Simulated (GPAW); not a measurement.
**PbF2 (Fm-3m): how ε∞ follows the gap**

The empty bands of PbF2 (Fm-3m) are shifted up rigidly by Δ, and ε∞ is computed for each shift.

It takes space group Fm-3m (No. 225, cubic). The conventional cell has a = 5.927 Å, b = 5.927 Å, c = 5.927 Å, α = 90.00°, β = 90.00°, γ = 90.00°. Pb on site a has 8 F at 2.57 Å as nearest neighbours. F on site c is surrounded by 4 Pb at 2.57 Å.

Method: GPAW 26.7.0, PBE, RPA, k-mesh 9×9×9, local fields up to 50 eV, Lorentzian half width 0.15 eV.

Launch of the response step: `OMP_NUM_THREADS=1 python df.py`. The series took 3.2 min in all, its band step included, on 1 thread of Arm Neoverse V1 (shared host).

```
Δ (eV)     ε∞
  0.00  3.186
  0.40  3.091
  0.80      ?
  1.20  2.927
  1.60  2.856
  2.00  2.790
```

With one effective transition at E₀ and fixed dipole strength, ε∞ − 1 = A/(E₀ + Δ), so 1/(ε∞ − 1) is linear in Δ.

Working, on the rows shown:

| x = Δ (eV) | y = 1/(ε∞ − 1) |
| --- | --- |
| 0 | 0.457457 |
| 0.4 | 0.47824 |
| 1.2 | 0.518941 |
| 1.6 | 0.538793 |
| 2 | 0.558659 |

Means: x̄ = 1.04, ȳ = 0.51042. Σ(x − x̄)(y − ȳ) = 0.1392, Σ(x − x̄)² = 2.752. Slope = 0.1392 / 2.752 = 0.0506; intercept = ȳ − slope · x̄ = 0.4578. Turned back into ε∞, the line misses the rows shown by at most 0.0016.

Fill in the last column of the withheld row.

At x = 0.8 the line gives y = 0.49828, that is 3.007. The run gave 3.005, so the interpolation is off by 0.0019, 0.5 % of the range in the table.

Refitted with all rows, the slope is 0.05056 and the intercept 0.45791. These give E₀ = intercept/slope = 9.1 eV, far above the least direct gap of 4.56 eV: most of the screening comes from transitions well over the edge. Over the first step ε∞ falls by 7 % per eV. The cell comes from an older database entry, whose edges can be off by a per cent or so. Excitons are left out. The values come from a sum over the points of one k-mesh and carry its error, which grows as the direct gap shrinks. This version of GPAW has incomplete matrix elements in the optical limit, which can lower ε − 1 by up to a tenth where first-row anions or d states rule. Spin-orbit coupling is left out.

[Logs are printed without paths, hosts, clocks, repeated set-up lines and the standing remarks that a program may print on its own settings, such as how far it seeks lower states.]
